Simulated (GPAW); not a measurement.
A computed O K-edge spectrum of one site in a crystal of Ag, O and Pd, with its zero at a photon energy of about 525.0 eV (raw 533.8 eV, less 8.8 eV of added terms; LDA puts this hole about 4 eV below PBE, itself good to a few eV). Method: GPAW, LDA, excited-electron core hole (neutral cell) in a small cell, dipole transitions, broadening that rises with energy.

Energy from the lowest empty level; intensity scaled to a mean of 1 over the first 20 eV:

```
E (eV)  intensity
  -2.0       0.00
  -1.5       0.00
  -1.0       0.00
  -0.5       0.11
   0.0       0.91
   0.5       2.37
   1.0       2.53
   1.5       1.94
   2.0       1.06
   2.5       0.72
   3.0       0.79
   3.5       0.92
   4.0       0.97
   4.5       0.94
   5.0       0.91
   5.5       0.94
   6.0       1.16
   6.5       1.35
   7.0       1.43
   7.5       1.36
   8.0       1.10
   8.5       0.88
   9.0       0.75
   9.5       0.69
  10.0       0.73
  10.5       0.84
  11.0       0.94
  11.5       0.97
  12.0       0.96
  12.5       0.97
  13.0       1.00
  13.5       1.03
  14.0       1.05
  14.5       1.05
  15.0       1.00
  15.5       0.91
  16.0       0.79
  16.5       0.68
  17.0       0.60
  17.5       0.55
  18.0       0.53
  18.5       0.53
  19.0       0.55
  19.5       0.59
  20.0       0.63
  20.5       0.68
  21.0       0.72
  21.5       0.77
  22.0       0.82
  22.5       0.87
  23.0       0.93
  23.5       0.99
  24.0       1.05
  24.5       1.10
  25.0       1.14
  25.5       1.15
  26.0       1.13
  26.5       1.09
  27.0       1.02
  27.5       0.96
  28.0       0.90
  28.5       0.86
  29.0       0.84
  29.5       0.82
  30.0       0.81
  30.5       0.81
  31.0       0.81
  31.5       0.81
  32.0       0.81
```

Question: Which coordination does this site have?

A K edge sees empty p states; the first features are O p mixed into the empty d states of the Pd neighbours, and the broad ones above probably into the cations' higher empty bands. It is atom 4 of Ag2PdO2 (Immm), with 2 Pd at 2.03 Å and 2 Ag at 2.28 Å (4-fold, site symmetry mm2). Its main maxima below 24 eV lie at 0.8 eV (2.64), 3.9 eV (0.97), 7.1 eV (1.43) and 14.2 eV (1.05). A near-edge spectrum doesn't fix the structure by itself; it is matched against candidates. The unit cell's mesh shows no gap over 0.35 eV. That is right for a metallic compound; for a small-gap or correlated insulator it would be the fault of the functional or of the assumed magnetic order, and the hole would be screened too well. The mesh is coarse (0.31 Å⁻¹ between points), so small maxima may be mesh ripples. The structure is a published determination, not relaxed.

[Banner, clock and machine lines of the logs are left out without a mark of their own.]

[Logs are printed without paths, hosts, clocks, repeated set-up lines and the standing remarks that a program may print on its own settings, such as how far it seeks lower states.]

[Hosts, paths, dates, database ids (printed as entryN), source tags and the programs' standing remarks are cut or masked in the printed files.]

[Lists of maxima count a maximum above −3 eV only where it reaches 4 % of the highest in the window and stands out from its surroundings by 2 % of it (1.5 % where it reaches 55 %); shoulders and weaker maxima are passed over, and of the rest the first, up to two pre-edge ones and the few strongest are named.]
